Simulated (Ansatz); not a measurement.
G0W0 rungs for Si3N4 (Fd-3m).

The structure is cubic, space group Fd-3m (No. 227). The conventional cell has a = 7.787 Å, b = 7.787 Å, c = 7.787 Å, α = 90.00°, β = 90.00°, γ = 90.00°. Nearest to Si lie 6 N at 1.89 Å. Si has 4 N at 1.79 Å nearest. Nearest to N lie 4 Si at 1.79 to 1.89 Å. Farther neighbours and most contacts between anions are not listed.

```
Si N
1.0
     0.00000    3.89372    3.89372
     3.89372    0.00000    3.89372
     3.89372    3.89372    0.00000
Si N
6 8
Direct
  0.12500 0.12500 0.62500
  0.12500 0.62500 0.12500
  0.62500 0.12500 0.12500
  0.12500 0.12500 0.12500
  0.75000 0.75000 0.75000
  0.50000 0.50000 0.50000
  0.36756 0.36756 0.36756
  0.35269 0.88244 0.88244
  0.88244 0.88244 0.35269
  0.88244 0.35269 0.88244
  0.36756 0.36756 0.89731
  0.36756 0.89731 0.36756
  0.88244 0.88244 0.88244
  0.89731 0.36756 0.36756
```

The cell and positions are those that the Materials Project relaxed with its own functionals (PBE, PBE+U or r2SCAN), kept fixed. This is not the form that Si3N4 usually takes at ambient conditions.

Runs so far (Ansatz 0.2.0, start PBE, PAW set soft_1 files, 4×4×4 mesh). Times are wall times on 1 × NVIDIA H100 80GB HBM3 (shared by 6 runs) with 3 threads of AMD EPYC 7R13 (Zen 3), shared host, good to a factor of about two.

| bands summed | cutoff (eV) | gap on the mesh (eV) | time |
| --- | --- | --- | --- |
| 138 | 54 | 4.330 | 12 s |
| 332 | 108 | 4.560 | 17 s |

Question: What should the next rung give, with 679 bands and screening to 180 eV, and where is the limit?

The error falls about as one over the bands when the cutoff rises with them. A line through the two highest rungs given predicts 4.644 eV; the run gave 4.752 eV, a miss of 0.108 eV, so the law fails here: the steps don't follow it yet. The two highest rungs put the limit near 4.936 eV, the pair below near 4.724 eV; neither can be trusted until a further rung is run.

Gaps are over the mesh's points; an edge off the mesh would be missed. Limits: not at the basis limit.

[Paths, hosts, dates, memory and timing lines, banners, echoed tables and standing remarks are left out of the program output.]

[Logs are printed without paths, hosts, clocks, repeated set-up lines and the standing remarks that a program may print on its own settings, such as how far it seeks lower states.]

[Runs of the session that timed out or met a known fault of the program may be left out.]

[Cells called generated may have been cut or substituted from an entry of the Crystallography Open Database or the Materials Project.]

[Hosts, paths, dates, database ids (printed as entryN), source tags and the programs' standing remarks are cut or masked in the printed files.]
